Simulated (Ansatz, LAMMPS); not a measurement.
## Localised basis functions on glassy 72SiO2-23Al2O3-3MgO-3K2O (mol %) (134 atoms)

Wanted: errors and times of a linear-scaling basis for glassy 72SiO2-23Al2O3-3MgO-3K2O (mol %) (134 atoms). A setting counts as converged where the r.m.s. difference of forces stays under 1 % of the r.m.s. force.

Calculated with Ansatz 0.2.0; Kohn-Sham DFT, PBE, PAW (set soft_2), plane waves.

## (1) The system as given

The cell holds 134 atoms: 28 Si, 18 Al, 1 Mg, 2 K and 85 O. Its edges and angles: a = 11.954 Å, b = 11.954 Å, c = 11.954 Å, α = 90.0°, β = 90.0°, γ = 90.0°. 134 atoms (28 Si, 18 Al, 1 Mg, 2 K, 85 O) placed at random at 2.47 g/cm³, melted at 4000 K for 10 ps at fixed volume with the Morse and Coulomb pair potential with partial charges (Pedone, Malavasi, Menziani, Cormack and Segre, J. Phys. Chem. B 110, 11780 (2006)). Quenched from 4000 K to 300 K at 25 K/ps and fixed volume, held 10 ps at zero pressure, then minimised at fixed cell.

Limits known from the start: The quench rate of 25 K/ps is many orders above laboratory rates, so the cell is likely richer in defects and strain than a real sample. The network of bonds at the start is that of the classical potential that made the cell, and needn't be the one that DFT or experiment would give. Only the Γ point is sampled, in a cell whose shortest periodic width is 12 Å.

## (2) The classical run that made the cell

A classical potential makes the cell, at a small fraction of what the same run would cost in DFT.

This step: classical MD, Morse and Coulomb pair potential with partial charges (Pedone, Malavasi, Menziani, Cormack and Segre, J. Phys. Chem. B 110, 11780 (2006)) (LAMMPS 22 Jul 2025 - Update 4).

File in.lmp:

```
# melt-quench of Si28Al18Mg1K2O85
units metal
atom_style charge
boundary p p p
region box block 0 12.2568 0 12.2568 0 12.2568
create_box 5 box
mass 1 28.0850   # Si
mass 2 26.9815   # Al
mass 3 24.3050   # Mg
mass 4 39.0983   # K
mass 5 15.9990   # O
create_atoms 1 random 28 808894 NULL overlap 1.5 maxtry 2000
create_atoms 2 random 18 808901 NULL overlap 1.5 maxtry 2000
create_atoms 3 random 1 808908 NULL overlap 1.5 maxtry 2000
create_atoms 4 random 2 808915 NULL overlap 1.5 maxtry 2000
create_atoms 5 random 85 808922 NULL overlap 1.5 maxtry 2000
pair_style hybrid/overlay pedone 5.5 coul/long 8.0
pair_coeff * * coul/long
pair_coeff 1 5 pedone 0.340554 2.006700 2.100000 1   # Si-O
pair_coeff 2 5 pedone 0.361581 1.900442 2.164818 0.9   # Al-O
pair_coeff 3 5 pedone 0.038908 2.281000 2.586153 5   # Mg-O
pair_coeff 4 5 pedone 0.011612 2.062605 3.305308 5   # K-O
pair_coeff 5 5 pedone 0.042395 1.379316 3.618701 22   # O-O
set type 1 charge 2.4
set type 2 charge 1.8
set type 3 charge 1.2
set type 4 charge 0.6
set type 5 charge -1.2
kspace_style pppm 1.0e-4
neigh_modify delay 0 every 1 check yes
thermo_style custom step time temp pe press density
thermo_modify norm yes
timestep 0.002
thermo 100
# [... 18 lines left out ...]
thermo 1666
fix md all npt temp 300 300 0.2 iso 0 0 2
run 5000 post no
unfix md
thermo 100
min_style cg
minimize 0 1e-3 2000 20000
write_dump all custom glass.dump id type xs ys zs modify sort id
```

Command:

```bash
$ lmp -in in.lmp -log none -nocite
```

Output:

```text
LAMMPS (22 Jul 2025 - Update 4)
Created orthogonal box = (0 0 0) to (12.2568 12.2568 12.2568)
Created 28 atoms
Created 18 atoms
Created 1 atoms
Created 2 atoms
Created 85 atoms
PPPM initialization ...
  G vector (1/distance) = 0.3919544
  grid = 15 15 15
  estimated relative force accuracy = 3.7137126e-05
   Step          Time           Temp          PotEng         Press         Density
         0   0              0             -1.9059398      628043.09      2.465982
        92   0.184          0             -15.705973     -22638.556      2.465982
Loop time of 0.0584654 s on 1 MPI rank(s) for 92 steps with 134 atoms
Minimization stats:
  Stopping criterion = energy tolerance
  Energy initial, next-to-last, final =
     -1.90593984475898  -15.7045305886358  -15.7059725110131
  Force two-norm initial, final = 405.0919 2.4915495
  Iterations, force evaluations = 92 117
   Step          Time           Temp          PotEng         Press         Density
         0   0              4000          -15.705973      17251.447      2.465982
       500   1              1845.9604     -15.484476     -23149.148      2.465982
      1000   2              1828.8156     -15.507806     -34213.882      2.465982
Loop time of 0.413957 s on 1 MPI rank(s) for 1000 steps with 134 atoms
[... 3 lines left out ...]
      2499   4.998          4068.2666     -15.095769      21710.108      2.465982
      3332   6.664          4090.0355     -15.228717     -7047.0573      2.465982
      4165   8.33           3693.4536     -15.144512     -11840.756      2.465982
      4998   9.996          4314.3724     -15.156314     -12866.557      2.465982
      5831   11.662         4032.9887     -15.11338       7624.4263      2.465982
[... 1 line left out ...]
Loop time of 2.17107 s on 1 MPI rank(s) for 5000 steps with 134 atoms
   Step          Time           Temp          PotEng         Press         Density
[... 12 lines left out ...]
Loop time of 30.15 s on 1 MPI rank(s) for 74000 steps with 134 atoms
   Step          Time           Temp          PotEng         Press         Density
[... 3 lines left out ...]
     84966   169.932        304.42923     -15.870987      5928.3929      2.6591181
     85000   170            286.25453     -15.869054      729.13583      2.6582774
Loop time of 2.88831 s on 1 MPI rank(s) for 5000 steps with 134 atoms
   Step          Time           Temp          PotEng         Press         Density
     85000   170            286.25453     -15.868968      784.52751      2.6582774
     85017   170.034        286.25453     -15.908884     -4153.4191      2.6582774
Loop time of 0.0263497 s on 1 MPI rank(s) for 17 steps with 134 atoms
Minimization stats:
  Stopping criterion = linesearch alpha is zero
  Energy initial, next-to-last, final =
     -15.8689678868701  -15.9088841828827  -15.9088841828827
  Force two-norm initial, final = 16.125041 0.51496051
  Iterations, force evaluations = 17 67
```

It took 36 s on 1 thread of AMD EPYC 9R45, shared host; peak memory 0.07 GiB.

## (3) Plane-wave single point

The first run fixes the reference, at a cutoff of 420 eV.

File input.yaml:

```yaml
crystal:
  lattice:
    - [11.95383, 0.0, 0.0]
    - [0.0, 11.95383, 0.0]
    - [0.0, 0.0, 11.95383]
  atoms:
    - { symbol: Si, position: [0.46661, 0.36918, 0.74937] }
    - { symbol: Si, position: [0.90691, 0.34866, 0.66139] }
    - { symbol: Si, position: [0.60144, 0.16758, 0.18328] }
    - { symbol: Si, position: [0.3363, 0.45816, 0.53767] }
    - { symbol: Si, position: [0.34694, 0.93923, 0.90494] }
    - { symbol: Si, position: [0.04902, 0.76586, 0.67651] }
    - { symbol: Si, position: [0.83438, 0.61654, 0.92085] }
    - { symbol: Si, position: [0.46197, 0.93993, 0.57148] }
    - { symbol: Si, position: [0.60449, 0.80422, 0.07887] }
    - { symbol: Si, position: [0.70642, 0.19823, 0.94384] }
    - { symbol: Si, position: [0.85359, 0.90105, 0.42068] }
    - { symbol: Si, position: [0.36818, 0.43651, 0.97263] }
    - { symbol: Si, position: [0.96521, 0.12925, 0.9595] }
    - { symbol: Si, position: [0.08598, 0.64793, 0.29649] }
    - { symbol: Si, position: [0.78478, 0.49759, 0.14751] }
    - { symbol: Si, position: [0.01951, 0.29706, 0.31575] }
    - { symbol: Si, position: [0.42834, 0.97129, 0.15465] }
    - { symbol: Si, position: [0.20346, 0.94441, 0.57743] }
    - { symbol: Si, position: [0.21728, 0.75188, 0.00885] }
    - { symbol: Si, position: [0.27545, 0.27179, 0.35852] }
    - { symbol: Si, position: [0.47042, 0.60677, 0.36503] }
    - { symbol: Si, position: [0.93658, 0.97159, 0.77421] }
    - { symbol: Si, position: [0.07771, 0.55573, 0.90653] }
    - { symbol: Si, position: [0.62906, 0.30401, 0.39933] }
    - { symbol: Si, position: [0.02643, 0.91687, 0.10071] }
    - { symbol: Si, position: [0.57571, 0.17216, 0.61612] }
    - { symbol: Si, position: [0.59623, 0.76436, 0.70104] }
    - { symbol: Si, position: [0.70694, 0.42278, 0.79624] }
    - { symbol: Al, position: [0.71351, 0.55659, 0.39018] }
    - { symbol: Al, position: [0.19968, 0.42978, 0.16929] }
    - { symbol: Al, position: [0.94961, 0.5122, 0.46805] }
    - { symbol: Al, position: [0.08637, 0.33086, 0.86294] }
    [... 96 atom lines left out ...]
    - { symbol: O, position: [0.64323, 0.43264, 0.41044] }
    - { symbol: O, position: [0.12754, 0.46905, 0.80896] }
    - { symbol: O, position: [0.49876, 0.71269, 0.77334] }
    - { symbol: O, position: [0.64994, 0.10169, 0.87307] }
    - { symbol: O, position: [0.15843, 0.04912, 0.64455] }
    - { symbol: O, position: [0.68842, 0.68318, 0.65553] }
kpoints:
  mp_grid: { grid: [1, 1, 1] }
hamiltonian:
  xc: pbe
scf:
  occupations: { method: gaussian, width: 0.025 }
output:
  forces: true
  stress: true
  populations: true
  dos:
    method: { smearing: { sigma: 0.1 } }
    de: 0.1
    projected: { site_lists: { Al: [Al], K: [K], Mg: [Mg], O: [O], Si: [Si] } }
  eigenvalues: true
  write_density: true
  write_potential: true
  volumetric_format: npy
  elf: true
```

Command:

```bash
$ ansatz run input.yaml --threads 8 --pin off --max-ram 15872MiB --backend cpu --events-out ev --progress --plain --runs-dir out
```

Output:

```text
Engine: ansatz 0.2.0, x86_64-unknown-linux-gnu
Pseudopotentials: kind: paw
Pseudopotential: Si, paw, valence charge 4, recommended cutoff 420 eV (normal), Si.paw.azcp
Pseudopotential: Al, paw, valence charge 3, recommended cutoff 420 eV (normal), Al.paw.azcp
Pseudopotential: Mg, paw, valence charge 10, recommended cutoff 420 eV (normal), Mg.paw.azcp
Pseudopotential: K, paw, valence charge 9, recommended cutoff 420 eV (normal), K.paw.azcp
Pseudopotential: O, paw, valence charge 6, recommended cutoff 420 eV (normal), O.paw.azcp
[... 5 lines on functional and potentials left out ...]
Crystal: 134 atoms, lattice volume = 1708.131 Å³
Basis set: ecut = 420 eV, 33371 PW (Γ), exchange–correlation on 160×160×160 points (8 copies of the dense FFT grid, shifted against one another)
Bands: 486, of which v1, the nominal top of the filled ones, is band 352 counted from 1 (351 counted from 0)
Symmetry: 1 space group operations
Space group: P1 (ITA 1), of the structure as read, at distance tolerance 1.2e-4 Å
k-points: 1
[... 11 lines on functional and potentials left out ...]
Initial density: superposition of atomic densities (neutral atoms: chi_scale 0, normalization atom), corrected by the library's trained network
Initial wavefunctions: pseudopotential atomic-orbital guess
Functional: x = pbe(κ = 0.804, μ = 0.219515), c = pbe(β = 0.066725)
SCF iter   1: F=—  HF=-80861.979555 eV  |F-HF|=—  |Δ(HF+E_count)|=         —  Δρ=1.90e-3  dr2=7.64e-2  ethr=1.77e-3  ⟨swp⟩=6.0  Hψ=2294  notcnv=0  defer=81
preconditioner: auto → Resta (q_TF=auto, 2.354 Å⁻¹)  ε∞=3.1  [insulator: Δε(μ)=3.836 eV  Ē_g=16.255 eV  σ=0.025 eV  W_gap=1.00  n_scr=388 (ndim 8)  ℏωp=23.6 eV  f_vac=0.124  D(μ)=0.00/eV (n_scr^D=0)  ε∞_Penn≈3.1]
SCF iter   2: F=—  HF=-80861.989300 eV  |F-HF|=—  |Δ(HF+E_count)|=   9.74e-3  Δρ=1.01e-3  dr2=2.06e-2  ethr=1.09e-5  ⟨swp⟩=2.0  Hψ=918  notcnv=0  defer=126
SCF iter   3: F=—  HF=-80861.993159 eV  |F-HF|=—  |Δ(HF+E_count)|=   3.86e-3  Δρ=4.83e-4  dr2=4.90e-3  ethr=2.92e-6  ⟨swp⟩=2.0  Hψ=668  notcnv=0  defer=126
SCF iter   4: F=—  HF=-80861.992651 eV  |F-HF|=—  |Δ(HF+E_count)|=   5.08e-4  Δρ=1.30e-4  dr2=3.64e-4  ethr=6.96e-7  ⟨swp⟩=2.0  Hψ=660  notcnv=0  defer=126
SCF iter   5: F=—  HF=-80861.992684 eV  |F-HF|=—  |Δ(HF+E_count)|=   3.32e-5  Δρ=5.71e-5  dr2=5.39e-5  ethr=5.17e-8  ⟨swp⟩=2.0  Hψ=711  notcnv=0  defer=126
SCF iter   6: F=—  HF=-80861.992972 eV  |F-HF|=—  |Δ(HF+E_count)|=   2.87e-4  Δρ=3.04e-5  dr2=1.27e-5  ethr=7.66e-9  ⟨swp⟩=2.0  Hψ=838  notcnv=0  defer=126
SCF iter   7: F=—  HF=-80861.992971 eV  |F-HF|=—  |Δ(HF+E_count)|=   2.08e-7  Δρ=9.16e-6  dr2=1.47e-6  ethr=1.80e-9  ⟨swp⟩=2.0  Hψ=699  notcnv=0  defer=126
SCF iter   8: F=—  HF=-80861.992972 eV  |F-HF|=—  |Δ(HF+E_count)|=   8.96e-7  Δρ=3.72e-6  dr2=2.09e-7  ethr=2.09e-10  ⟨swp⟩=2.0  Hψ=635  notcnv=0  defer=126
SCF iter   9: F=-80861.992972 eV  HF=-80861.992972 eV  |F-HF|=2.39e-9  |Δ(HF+E_count)|=   3.62e-8  Δρ=1.54e-6  dr2=3.28e-8  ethr=1.42e-11  ⟨swp⟩=19.0  Hψ=4359  notcnv=0
SCF 1 converged in 9 iterations: F = -80861.992972 eV  dr2 = 3.28e-8
  greatest PAW one-centre occupation: 1.000 electrons in one spin orbital (limit 2), on the Mg atom at site 46 (counted from 0), in its partial waves of l = 0
SCF converged after 9 iterations
Free energy (F): -80861.992972 eV
Harris-Foulkes:  -80861.992972 eV  (|F-HF|=2.39e-9)
Internal energy: -80861.992972 eV  (E = F + TS)
E sigma→0 (E₀):  -80861.992972 eV
Fermi energy:    5.750750 eV
--- Per-component energies (eV) ---
  E_band       = -3092.322988
  E_kinetic    = 17549.702988
  E_local      = -45949.174900  (includes V_loc(G=0)·N_el)
  E_nonlocal   = 5077.359283
  E_hartree    = 16962.279090
  E_xc         = -8924.342921
  E_vxc        = -10322.425507  (∫ρ·V_xc dr)
  E_paw        = -38164.653726  (= ΣΔE_a)
  E_vpaw       = -3372.559378  (= ΣTr[D̂ρ^β])
  E_aug_tail   = 0.218779  (compensation charges beyond the density's cutoff)
  E_ewald      = -27413.381564
  E_smearing   = -0.000000  (= −TS)
  E_closure    = -0.000000  (closes the sum)
  Σ components = -80861.992972   (vs F -80861.992972, Δ=0.00e0)
--- Forces (eV/Å), atoms counted from 1 ---
  atom   1  Si     1.22833487    -0.38424323    -0.40595486
  atom   2  Si     0.46730929    -0.26246117     1.51324658
  atom   3  Si     1.49214583    -0.24615589     1.15305065
  atom   4  Si    -0.18550569    -0.49781763    -1.14483172
  atom   5  Si     0.50900028    -0.25848529     1.18183458
  atom   6  Si    -1.20766038     1.44431032     0.01396611
  atom   7  Si     0.57890846    -0.88838658     1.53650465
  atom   8  Si    -0.85276710     0.89348863    -1.22518992
  atom   9  Si     0.17522811     0.95098029    -1.18490419
  atom  10  Si     0.27783969    -0.34553595    -0.13512156
  atom  11  Si     0.33267434    -0.68302741    -1.20898455
  atom  12  Si     0.74346285     1.02012625     0.57082451
  atom  13  Si    -0.90380928    -0.79786135    -0.99211816
  atom  14  Si    -0.89329175    -0.41919479    -1.09639949
[...]
atom 133  O     -0.53566879     1.24896038     0.05041588
  atom 134  O      0.08824336    -1.34184431    -0.42018037
  max |Σ_I F_I| component: 1.57e-4 eV/Å
--- Stress (GPa, compression-positive) ---
        8.013484      -0.037475       0.607300
       -0.037477       7.750286      -0.446911
        0.607300      -0.446910       8.328357
  P = ⅓ Tr σ = 8.0307 GPa (80.307 kbar)
--- Band table (eV) ---
  k-point 0: bands = ["-71.6162", "-38.4072", "-38.3527", "-38.3475", [... 470 levels ...], "14.2945", "14.3511", "14.4099", "14.4261", "14.4364", "14.4663", "14.4854", "14.5314", "14.5512", "14.6025", "14.6216", "14.6290"]
--- Löwdin populations: 134 sites ---
  site symbol       q [e]
     0     Si      2.1824
     1     Si      2.2656
     2     Si      2.2237
[...]
133      O      6.8390
  spilling = 0.011409 (of n_electrons = 704.000000)
```

The job ended after 8.3 s (8 threads of AMD EPYC 9R45, shared host; peak memory 2.6 GiB).

Read from the output:

```
free energy                                      : -80861.9930 eV
free energy per atom                             : -603.4477 eV/atom
SCF cycles                                       : 9
pressure                                         : 8.031 GPa
r.m.s. force component                           : 0.7429 eV/Å
longest force                                    : 2.55 eV/Å
Fermi energy                                     : 5.751 eV
gap (highest filled to lowest empty level) : 3.79 eV
spilling of the projection                       : 0.01141
```

The r.m.s. force component of 0.74 eV/Å and the pressure of 8.0 GPa set the scale for the differences below.

## (4) Support functions low

The cell is solved in localised support functions.

This step: Kohn-Sham DFT, PBE, PAW (set soft_2), localised support functions (low) (Ansatz 0.2.0).

input.yaml, the sections that differ from step 3:

```yaml
scf:
  occupations: { method: gaussian, width: 0.025 }
  eigensolver: { kind: { support_functions: { accuracy: low } } }
  max_iter: 150
output:
  forces: true
  eigenvalues: true
# crystal, kpoints, hamiltonian: as in step 3
```

Output:

```text
Warning: scf.eigensolver.kind.support_functions: disabling space-group detection — the functions' gradient is summed over unrotated k-points, so no spatial operation reduces the k-mesh or symmetrises the density; time reversal is kept, so that k and −k are solved as one point where they differ and the mesh holds both, and exact exchange and, on two spinor components, a DFT+U term hold to it where the run has them: [...]
settings of this run that can trade accuracy for cost: scf.eigensolver.kind.support_functions; scf.eigensolver.kind.support_functions.accuracy: low [...]
[...]
Crystal: 134 atoms, lattice volume = 1708.131 Å³
Basis set: ecut = 420 eV, 33371 PW (Γ), exchange–correlation on 180×180×180 points (8 copies of the dense FFT grid, shifted against one another)
Bands: 423, of which v1, the nominal top of the filled ones, is band 352 counted from 1 (351 counted from 0)
Symmetry: 1 space group operations
k-points: 1
[...]
SCF iter   1: F=—  HF=-80849.648983 eV  |F-HF|=—  |Δ(HF+E_count)|=         —  Δρ=1.21e-1  dr2=2.49e2  ethr=1.00e-1
[...]
SCF iter  11: F=—  HF=-80862.603020 eV  |F-HF|=—  |Δ(HF+E_count)|=   3.97e-3  Δρ=3.63e-5  dr2=3.06e-5  ethr=2.70e-8  κ⁻¹=2.6e-5(r=7)
SCF iter  12: F=-80862.606027 eV  HF=-80862.606031 eV  |F-HF|=3.52e-6  |Δ(HF+E_count)|=   3.01e-3  Δρ=2.14e-5  dr2=8.55e-6  ethr=4.35e-9
SCF 1 converged in 12 iterations: F = -80862.639065 eV  dr2 = 8.55e-6
[...]
SCF converged after 12 iterations
Stability not checked: this state was not tested for a lower state beside it, because the mixer in use, unlike msr1, does not test its closes by its own steps (another_mixer; see scf.mixing.algorithm and scf.lower_state_search)
Free energy (F): -80862.639065 eV
[...]
Internal energy: -80862.639065 eV  (E = F + TS)
E sigma→0 (E₀):  -80862.639065 eV
Fermi energy:    5.750749 eV
[...]
Σ components = -80862.639065   (vs F -80862.639065, Δ=0.00e0)
--- Forces (eV/Å), atoms counted from 1 ---
  atom   1  Si     1.22870885    -0.38450366    -0.40570697
  atom   2  Si     0.46830454    -0.26331967     1.51343701
  atom   3  Si     1.49271520    -0.24596283     1.15305034
  atom   4  Si    -0.18569709    -0.49835339    -1.14542821
[...]
atom 134  O      0.08737703    -1.34138190    -0.42002661
  max |Σ_I F_I| component: 2.66e-3 eV/Å
--- Band table (eV) ---
[...]
```

Wall time 44 s (8 threads); peak memory 5.3 GiB; 5.6 min of CPU time.

The program notes that the band table was not solved further than the SCF left it and it switched symmetry off.

Keys that differ from the reference: support_functions.accuracy = "low" and scf.max_iter = 150.

Forces differ from the reference by 0.67 meV/Å r.m.s., 0.091 % of their size, well within a tolerance of 1 %; the energy by -4.8 meV/atom. It took roughly 5.3 times the reference's time (one timing each, with unlike analyses asked), in 12 cycles against 9.

[end of part 1 of 3]

[Long decimals in the printed logs are rounded to 6 places.]

[Logs are printed without paths, hosts, clocks, repeated set-up lines and the standing remarks that a program may print on its own settings, such as how far it seeks lower states.]

[Hosts, paths, dates, database ids (printed as entryN), source tags and the programs' standing remarks are cut or masked in the printed files.]
